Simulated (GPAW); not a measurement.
# La L₃ ELNES/XANES of La2O3 (P-3m1) from DFT, part 2 of 3

How does the La L₃ edge of La2O3 (P-3m1) move when the bonds are compressed or stretched?

GPAW 26.7.0; X-ray absorption from dipole matrix elements to empty bands, plane-wave PAW PBE.

So far. Step 2 (Ground state of the crystal): The mesh shows a gap of 3.94 eV, so the hole is first treated in a charged cell, without the excited electron.

**4. Spectrum with FCH, La atom 1**

The holes are 6.8 Å apart. In GPAW the data set carries the hole's charge, so charge=0 means a charged cell and charge=-1 a neutral one. The excited electron is left out and a uniform background balances the charge. After the field has converged, empty bands are computed with the density fixed and the dipole matrix elements are summed.

The absorber has 3 O at 2.36 Å, 1 O at 2.44 Å and 3 O at 2.72 Å (7-fold, site symmetry 3m).

The input, xas.py:

```python
import numpy as np
from ase import Atoms
from ase.parallel import parprint, paropen
from gpaw import GPAW, PW, FermiDirac, Mixer, MixerDif, setup_paths
from gpaw.test import gen
setup_paths.insert(0, '.')
gen('La', name='fch2p', xcname='PBE', corehole=(2, 1, 1), write_xml=True)
from gpaw.mpi import world
world.barrier()

atoms = Atoms('La6O9',
    cell=[[-5.89616682, 3.4041535, 0],
     [-5.89616682, -3.4041535, 0],
     [3.93077788, 0, 6.11195352]],
    scaled_positions=[[0.41541189, 0.74874523, 0.24623568],
     [0.74874523, 0.08207856, 0.24623568],
     [0.08207856, 0.41541189, 0.24623568],
     [0.25125477, 0.91792144, 0.75376432],
     [0.58458811, 0.25125477, 0.75376432],
     [0.91792144, 0.58458811, 0.75376432],
     [0, 0, 0],
     [0.33333333, 0.33333333, 0],
     [0.66666667, 0.66666667, 0],
     [0.54863022, 0.88196355, 0.64589065],
     [0.88196355, 0.21529688, 0.64589065],
     [0.21529688, 0.54863022, 0.64589065],
     [0.11803645, 0.78470312, 0.35410935],
     [0.45136978, 0.11803645, 0.35410935],
     [0.78470312, 0.45136978, 0.35410935]],
    pbc=True)
atoms.calc = calc = GPAW(legacy_gpaw=True, mode=PW(500), xc='PBE', setups={0: 'fch2p'},
    kpts={'size': (3, 3, 3), 'gamma': True}, occupations=FermiDirac(0.02),
    charge=0, mixer=Mixer(0.1, 5, 50), maxiter=150,
    convergence={'density': 0.0001}, txt='scf.txt')
energy = atoms.get_potential_energy() + calc.get_reference_energy()
ef = calc.get_fermi_level()
out = dict(energy=energy, fermi=ef, forces=atoms.get_forces().tolist())
parprint(f'all-electron energy {energy:.4f} eV, Fermi level {ef:.4f} eV')
ev = np.array([[calc.get_eigenvalues(k, s) for k in range(len(calc.get_ibz_k_points()))] for s in range(calc.get_number_of_spins())])
out['homo'], out['lumo'], out['counts'] = ev[ev < ef].max(), ev[ev > ef].min(), sorted(set((ev < ef).sum((0, 2)).tolist()))
out['filled'] = (ev[:, 0] < ef).sum(1).tolist()

from ase.units import Ha
from gpaw.xas import dipole_matrix_elements
nb = int(calc.get_number_of_electrons() / 2) + 179
top, nb = nb, nb + 8 + nb // 12
nscf = calc.fixed_density(kpts={'size': (3, 3, 3), 'gamma': True}, nbands=nb,
    convergence={'bands': top, 'eigenstates': 1e-5}, maxiter=60, txt='nscf.txt')
cell = atoms.cell.array
ops = [cell.T @ U.T @ np.linalg.inv(cell.T) for U in nscf.wfs.kd.symmetry.op_scc]
filled = [60]  # bands filled in the ground state, by spin
E = np.arange(-6, 34, 0.1)
fwhm = np.interp(E, [4, 25], [3.41, 3.5])
Y, X, zero, highest = 0, 0, 1e9, 1e9
for spin in range(nscf.get_number_of_spins()):
    wfs = nscf.wfs
    A = dipole_matrix_elements(wfs.setups[0])
    eps = np.zeros((wfs.kd.nibzkpts, nb))
    d = np.zeros((3, A.shape[1], wfs.kd.nibzkpts, nb), complex)
    for kpt in wfs.kpt_u:
        if kpt.s == spin and 0 in kpt.P_ani:
            eps[kpt.k] = kpt.eps_n * Ha
            d[:, :, kpt.k] = (kpt.weight * wfs.nspins / 2) ** 0.5 * np.inner(A, kpt.P_ani[0])
    world.sum(eps)
    world.sum(d)
    T = np.einsum('amkn,bmkn->abkn', d, d.conj()).real
    T = sum(np.einsum('ai,ijkn,bj->abkn', R, T, R) for R in ops) / len(ops)
    empty = np.ones_like(eps, bool) & (np.arange(nb) >= filled[spin])
    zero, highest = min(zero, eps[empty].min()), min(highest, eps[:, top - 1].min())
    lines = [(eps, T, empty)] if spin == 0 else lines + [(eps, T, empty)]
for eps, T, empty in lines:
    f = np.einsum('aakn->akn', T).reshape(3, -1)
    x = eps.ravel() - zero
    w = np.interp(x, E, fwhm) / 2.35482
    g = np.exp(-0.5 * ((E[:, None] - x) / w) ** 2) / (w * (2 * np.pi) ** 0.5)
    Y = Y + (f * empty.ravel()) @ g.T
    X = X + (f * ~empty.ravel()) @ g.T
out.update(E=E.round(2).tolist(), xas=Y.tolist(), xes=X.tolist(), zero=zero, valid=highest - zero, nk=len(eps), nb=nb)
for i in range(0, len(E), 10):
    parprint(f'{E[i]:7.2f}', *(f'{v:10.3e}' for v in Y[:, i]))
import json
with paropen('out.json', 'w') as f:
    json.dump(out, f)
```

On the command line:

```sh
$ OMP_NUM_THREADS=1 mpirun -n 2 gpaw python xas.py
```

Numbers of over 12 decimals in the logs are rounded to 6 here.

What it wrote:

```text
Input parameters:
  convergence: {density: 0.0001}
  kpts: {gamma: True,
         size: (3, 3, 3)}
  maxiter: 150
  mixer: {backend: pulay,
          beta: 0.1,
          method: separate,
          nmaxold: 5,
          weight: 50}
  mode: {ecut: 500.0,
         name: pw}
  occupations: {fixmagmom: False,
                name: fermi-dirac,
                width: 0.02}
  setups: {0: fch2p}
  xc: PBE

Initialize ...

[... PAW data sets ...]

Reference energy: -1399328.090027  # eV

Spin-paired calculation

[... convergence settings ...]
Symmetries present (total): 1
  [... symmetry matrices ...]

27 k-points: 3 x 3 x 3 Monkhorst-Pack grid
14 k-points in the irreducible part of the Brillouin zone
       k-points in crystal coordinates                weights
   0:     0.00000000    0.00000000    0.00000000          1/27
   1:     0.00000000    0.00000000    0.33333333          2/27
   2:     0.00000000    0.33333333   -0.33333333          2/27
   3:     0.00000000    0.33333333    0.00000000          2/27
   4:     0.00000000    0.33333333    0.33333333          2/27
   5:     0.33333333   -0.33333333   -0.33333333          2/27
   6:     0.33333333   -0.33333333    0.00000000          2/27
   7:     0.33333333   -0.33333333    0.33333333          2/27
   8:     0.33333333    0.00000000   -0.33333333          2/27
   9:     0.33333333    0.00000000    0.00000000          2/27
          ...
  13:     0.33333333    0.33333333    0.33333333          2/27

Wave functions: Plane wave expansion
  Cutoff energy: 500.000 eV
  Number of coefficients (min, max): 6219, 6244
  Pulay-stress correction: 0.000000 eV/Ang^3 (de/decut=0.000000)
  Using FFTW library
  Wavefunction extrapolation:
    Improved wavefunction reuse through dual PAW basis

Occupation numbers: Fermi-Dirac:
  width: 0.0200  # eV

Eigensolver
   Davidson(niter=2)

Densities:
  Coarse grid: 36*36*40 grid
  Fine grid: 72*72*80 grid
  Total Charge: 1.000000

Density mixing:
  Method: separate
  Backend: pulay
  Linear mixing parameter: 0.1
  old densities: 5
  Width of damping distribution: 1.1
  Damping of long wavelength oscillations: 50

[... Hamiltonian set-up ...]
Number of atoms: 15
Number of atomic orbitals: 146
Number of bands in calculation: 76
Number of valence electrons: 120
Bands to converge: occupied

... initialized

Initializing position-dependent things.

Density initialized from atomic densities
Creating initial wave functions:
  76 bands from LCAO basis set

              La       La
                   O
                 La
             O        O
              O    La  O

             La  O    La
        O         O         O

Atomic positions and initial magnetic moments

Positions:
   0 La    -5.896167   -1.134718    1.504981    ( 0.0000,  0.0000,  0.0000)
   1 La    -3.930778    2.269436    1.504981    ( 0.0000,  0.0000,  0.0000)
   2 La    -1.965389   -1.134718    1.504981    ( 0.0000,  0.0000,  0.0000)
   3 La    -3.930778   -2.269436    4.606972    ( 0.0000,  0.0000,  0.0000)
   4 La    -1.965389    1.134718    4.606972    ( 0.0000,  0.0000,  0.0000)
   5 La    -5.896167    1.134718    4.606972    ( 0.0000,  0.0000,  0.0000)
   6 O      0.000000    0.000000    0.000000    ( 0.0000,  0.0000,  0.0000)
[...]
12 O     -3.930778   -2.269436    2.164300    ( 0.0000,  0.0000,  0.0000)
  13 O     -1.965389    1.134718    2.164300    ( 0.0000,  0.0000,  0.0000)
  14 O     -5.896167    1.134718    2.164300    ( 0.0000,  0.0000,  0.0000)

Unit cell:
           periodic     x           y           z      points  spacing
  1. axis:    yes   -5.896167    3.404154    0.000000    36     0.1559
  2. axis:    yes   -5.896167   -3.404154    0.000000    36     0.1559
  3. axis:    yes    3.930778    0.000000    6.111954    40     0.1528

  Lengths:   6.808307   6.808307   7.266842
  Angles:  117.933742 117.933742  60.000000

Effective grid spacing dv^(1/3) = 0.1679

iter:   1  -157.189669
iter:   2  -148.121812   +0.07  -0.85
iter:   3  -140.553079   +0.77  -0.96
iter:   4  -141.462999   +0.11  -1.32
iter:   5  -141.868350   -0.31  -1.40
iter:   6  -142.235027   -0.26  -1.52
iter:   7  -142.149129   -0.75  -1.91
iter:   8  -142.029260   -1.04  -2.02
iter:   9  -142.105604   -1.38  -2.41
iter:  10  -142.043409   -1.71  -2.22
iter:  11  -142.048525   -1.99  -2.55
iter:  12  -142.053697c  -2.44  -2.58
iter:  13  -142.053596c  -2.29  -2.61
iter:  14  -142.053319c  -2.52  -2.65
iter:  15  -142.051097c  -3.21  -2.89
iter:  16  -142.050506c  -3.31  -3.07
iter:  17  -142.050567c  -3.68  -3.18
iter:  18  -142.050490c  -4.04  -3.29
iter:  19  -142.050516c  -4.48  -3.82
iter:  20  -142.050520c  -4.85  -3.98
iter:  21  -142.050523c  -4.99  -4.13c
iter:  22  -142.050528c  -5.19  -4.27c
iter:  23  -142.050527c  -5.65  -4.33c
iter:  24  -142.050528c  -5.96  -4.48c
iter:  25  -142.050530c  -5.81  -4.52c
iter:  26  -142.050528c  -5.72  -4.37c
iter:  27  -142.050529c  -6.28  -4.75c
iter:  28  -142.050528c  -6.25  -4.71c
iter:  29  -142.050528c  -6.62  -4.77c
iter:  30  -142.050528c  -6.90  -5.05c
iter:  31  -142.050528c  -7.46c -4.97c

Converged after 31 iterations.

Dipole moment: (-0.584423, -0.213238, -0.395008) |e|*Ang

Energy contributions relative to reference atoms: (reference = -1399328.090027)

Kinetic:        +98.423665
Potential:     -116.964057
External:        +0.000000
XC:            -120.931867
Entropy (-ST):   +0.000000
Local:           -2.578269
SIC:             +0.000000
--------------------------
Free energy:   -142.050528
Extrapolated:  -142.050528

Showing only first 2 kpts
 Kpt  Band  Eigenvalues  Occupancy
  0    58      8.00661    2.00000
  0    59      8.10374    2.00000
  0    60     11.55764    0.00000
  0    61     11.55778    0.00000

  1    58      7.99194    2.00000
  1    59      8.05150    2.00000
  1    60     11.48968    0.00000
[...]
Fermi level: 9.96310

Gap: 3.341 eV
Transition (v -> c):
  (s=0, k=2, n=59, [0.00, 0.33, -0.33]) -> (s=0, k=1, n=60, [0.00, 0.00, 0.33])
Direct/indirect transitions are different
Direct gap: 3.426 eV
Transition at: (s=0, k=8, n=59, [0.33, 0.00, -0.33])

Forces in eV/Ang:
  0 La    0.00021   -0.00034    1.37860
  1 La    0.00024   -0.00043   -0.03372
  2 La    0.00017   -0.00045   -0.11549
  3 La    0.19767   -0.17058    0.08974
  4 La   -0.24729   -0.08535    0.08970
  5 La    0.04900    0.25735    0.08975
  6 O     0.03226    0.75341    0.52419
[...]
12 O    -1.29218    0.75108   -0.55893
 13 O     1.29755    0.74445   -0.55889
 14 O    -0.00295   -1.49473   -0.55888
Scalar-relativistic atomic PBE calculation for La (Lanthanum, Z=57)
Core hole in 2p state (2p occupation: 5.0)
900 radial gridpoints.
|------------------------------------------------|
|------------------------------------------------|
[... the atom generator's iteration count ...]

Energy contributions:
-------------------------
Kinetic:    +8757.744420
XC:          -196.242691
Potential: -16844.608129
-------------------------
Total:      -8283.106399

state      eigenvalue         ekin         rmax
-----------------------------------------------
1s^2.0 : -1431.597470  1828.821040        0.016
2s^2.0 :  -232.197095   390.953386        0.091
2p^5.0 :  -209.464661   363.991211        0.073
3s^2.0 :   -50.778655   118.562596        0.258
3p^6.0 :   -43.384160   109.627506        0.251
3d^10.0:   -32.753702   101.634116        0.206
4s^2.0 :   -10.767859    36.458490        0.598
4p^6.0 :    -8.305463    32.107910        0.622
4d^10.0:    -4.699289    25.861901        0.649
5s^2.0 :    -1.895350     8.541045        1.363
5p^6.0 :    -1.245747     6.578211        1.514
5d^1.0 :    -0.427543     3.319703        1.963
6s^2.0 :    -0.360411     1.476809        3.372
-----------------------------------------------
(units: Bohr and Hartree)

Generating PAW setup
Kinetic energy of the core from tauc = 9034.300213607246
Cutoffs:
rc(s)=2.300
rc(p)=2.000
rc(d)=1.900
rc(vbar)=1.710
rc(comp)=1.900
rc(nct)=2.300

Kinetic energy of the core states: 8694.919746
Charge: 1.0
Core electrons: 45.0
Valence electrons: 11.0
Pseudo-core charge: 0.180461
Shape function alpha=2.770
Pseudo-electron charge 12.692668
state    eigenvalue         norm
--------------------------------
5s(2) :    -1.895350     1.398752
6s(2) :    -0.360411     1.058425
5p(6) :    -1.245747     1.100152
*p    :    -0.245747
5d(1) :    -0.427543     0.996940
*d    :     0.572457
--------------------------------

Diagonalizing with gridspacing h=0.050

state   all-electron     PAW
-------------------------------
5s:      -1.895350    -1.896295
5p:      -1.245747    -1.246764
5d:      -0.427543    -0.428053
*f:                   -0.052306
-------------------------------
all-electron energy -1399470.1406 eV, Fermi level 9.9631 eV
[...]
31.00  1.768e-06  1.768e-06  1.593e-06
  32.00  1.814e-06  1.814e-06  1.690e-06
  33.00  1.828e-06  1.828e-06  1.735e-06
```

It took 12 min on 2 MPI ranks of Arm Neoverse V1, shared host; peak memory 0.79 GiB.

The La L₃ spectrum, La atom 1, full core hole (charged cell) (energy from the lowest empty level; intensity scaled to a mean of 1 over the first 20 eV; polarised curves are means over the symmetry-equivalent atoms):

```
E (eV)  isotropic  ε ⊥ c  ε ∥ c
  -2.0       0.44   0.43   0.45
  -1.4       0.81   0.79   0.85
  -0.8       1.30   1.26   1.38
  -0.2       1.83   1.77   1.96
   0.4       2.32   2.25   2.47
   1.0       2.68   2.62   2.81
   1.6       2.87   2.85   2.93
   2.2       2.88   2.91   2.82
   2.8       2.70   2.77   2.55
   3.4       2.37   2.47   2.18
   4.0       1.97   2.06   1.78
   4.6       1.55   1.63   1.40
   5.2       1.18   1.24   1.07
   5.8       0.88   0.91   0.81
   6.4       0.64   0.65   0.62
   7.0       0.48   0.47   0.50
   7.6       0.37   0.35   0.42
   8.2       0.32   0.29   0.38
   8.8       0.31   0.27   0.37
   9.4       0.32   0.29   0.37
  10.0       0.35   0.33   0.38
  10.6       0.38   0.38   0.40
  11.2       0.42   0.43   0.42
  11.8       0.46   0.47   0.45
  12.4       0.50   0.50   0.49
  13.0       0.53   0.53   0.52
  13.6       0.56   0.56   0.55
  14.2       0.58   0.58   0.58
  14.8       0.59   0.59   0.60
  15.4       0.61   0.60   0.62
  16.0       0.61   0.60   0.63
  16.6       0.61   0.61   0.62
  17.2       0.61   0.61   0.61
  17.8       0.60   0.61   0.59
  18.4       0.60   0.61   0.57
  19.0       0.59   0.60   0.55
  19.6       0.57   0.59   0.54
  20.2       0.56   0.57   0.53
  20.8       0.54   0.54   0.53
  21.4       0.52   0.51   0.53
  22.0       0.50   0.48   0.55
  22.6       0.49   0.46   0.56
  23.2       0.49   0.45   0.56
  23.8       0.48   0.44   0.56
  24.4       0.48   0.44   0.56
  25.0       0.48   0.45   0.55
  25.6       0.49   0.47   0.54
  26.2       0.51   0.50   0.54
  26.8       0.53   0.53   0.55
  27.4       0.56   0.56   0.56
  28.0       0.59   0.60   0.57
  28.6       0.63   0.65   0.60
  29.2       0.68   0.70   0.63
  29.8       0.73   0.75   0.67
```

Main maxima below 29 eV (height): 2.0 eV (2.90) and 16.4 eV (0.61). At an L edge the dipole rule selects empty d (and weakly s) states on the absorber, and the strong line at the onset measures the empty part of its d band.

The energy difference (zero at 5599 eV) isn't read as a photon energy: for so heavy an absorber the terms left out (core spin–orbit splitting, the hole's spin, the functional's error) amount to tens of eV or more.

**5. Reference energy of the supercell**

The cell changes for the next run, so it gets a reference energy of its own.

The cell differs from the one that the last finished run ended in (a 6.808 → 6.598 Å, b 6.808 → 6.598 Å, c 7.267 → 7.042 Å).

The input, scf.py:

```python
import numpy as np
from ase import Atoms
from ase.parallel import parprint, paropen
from gpaw import GPAW, PW, FermiDirac, Mixer, MixerDif, setup_paths
from gpaw.test import gen
setup_paths.insert(0, '.')
gen('La', name='nch2p', xcname='PBE', corehole=(2, 1, 0), write_xml=True)
from gpaw.mpi import world
world.barrier()

atoms = Atoms('La6O9',
    cell=[[-5.71369289, 3.29880213, 0],
     [-5.71369289, -3.29880213, 0],
     [3.80912859, 0, 5.92280144]],
    scaled_positions=[[0.41541189, 0.74874523, 0.24623568],
     [0.74874523, 0.08207856, 0.24623568],
     [0.08207856, 0.41541189, 0.24623568],
     [0.25125477, 0.91792144, 0.75376432],
     [0.58458811, 0.25125477, 0.75376432],
     [0.91792144, 0.58458811, 0.75376432],
     [0, 0, 0],
     [0.33333333, 0.33333333, 0],
     [0.66666667, 0.66666667, 0],
     [0.54863022, 0.88196355, 0.64589065],
     [0.88196355, 0.21529688, 0.64589065],
     [0.21529688, 0.54863022, 0.64589065],
     [0.11803645, 0.78470312, 0.35410935],
     [0.45136978, 0.11803645, 0.35410935],
     [0.78470312, 0.45136978, 0.35410935]],
    pbc=True)
atoms.calc = calc = GPAW(legacy_gpaw=True, mode=PW(500), xc='PBE', setups={0: 'nch2p'},
    kpts={'size': (3, 3, 3), 'gamma': True}, occupations=FermiDirac(0.02),
    charge=0, mixer=Mixer(0.1, 5, 50), maxiter=150,
    convergence={'density': 0.0001}, txt='scf.txt')
energy = atoms.get_potential_energy() + calc.get_reference_energy()
ef = calc.get_fermi_level()
out = dict(energy=energy, fermi=ef, forces=atoms.get_forces().tolist())
parprint(f'all-electron energy {energy:.4f} eV, Fermi level {ef:.4f} eV')
ev = np.array([[calc.get_eigenvalues(k, s) for k in range(len(calc.get_ibz_k_points()))] for s in range(calc.get_number_of_spins())])
out['homo'], out['lumo'], out['counts'] = ev[ev < ef].max(), ev[ev > ef].min(), sorted(set((ev < ef).sum((0, 2)).tolist()))
out['filled'] = (ev[:, 0] < ef).sum(1).tolist()
import json
with paropen('out.json', 'w') as f:
    json.dump(out, f)
```

On the command line:

```sh
$ OMP_NUM_THREADS=1 mpirun -n 2 gpaw python scf.py
```

What it wrote:

```text
Input parameters:
  convergence: {density: 0.0001}
  kpts: {gamma: True,
         size: (3, 3, 3)}
  maxiter: 150
  mixer: {backend: pulay,
          beta: 0.1,
          method: separate,
          nmaxold: 5,
          weight: 50}
  mode: {ecut: 500.0,
         name: pw}
  occupations: {fixmagmom: False,
                name: fermi-dirac,
                width: 0.02}
  setups: {0: nch2p}
  xc: PBE

Initialize ...

[...]
6s(2) :    -0.135137     1.050534
5p(6) :    -0.823504     1.097737
*p    :     0.176496
5d(1) :    -0.113687     0.994766
*d    :     0.886313
--------------------------------

Diagonalizing with gridspacing h=0.050

state   all-electron     PAW
-------------------------------
5s:      -1.429070    -1.429911
5p:      -0.823504    -0.824371
5d:      -0.113687    -0.113988
*f:                    0.053042
-------------------------------
all-electron energy -1405055.7325 eV, Fermi level 10.4788 eV
[key lines of the parts left out:]
Converged after 34 iterations.
Dipole moment: (-0.111410, -0.056169, -0.070832) |e|*Ang
Free energy:   -120.369168
Fermi level: 10.47883
```

Elapsed: 4.4 min, on 2 MPI ranks; peak memory 0.45 GiB.

Reference energy: -1405055.732 eV with the cores included.

[end of part 2 of 3]

[Banner, clock and machine lines of the logs are left out without a mark of their own.]

[Logs are printed without paths, hosts, clocks, repeated set-up lines and the standing remarks that a program may print on its own settings, such as how far it seeks lower states.]

[Hosts, paths, dates, database ids (printed as entryN), source tags and the programs' standing remarks are cut or masked in the printed files.]

[Lists of maxima count a maximum above −3 eV only where it reaches 4 % of the highest in the window and stands out from its surroundings by 2 % of it (1.5 % where it reaches 55 %); shoulders and weaker maxima are passed over, and of the rest the first, up to two pre-edge ones and the few strongest are named.]
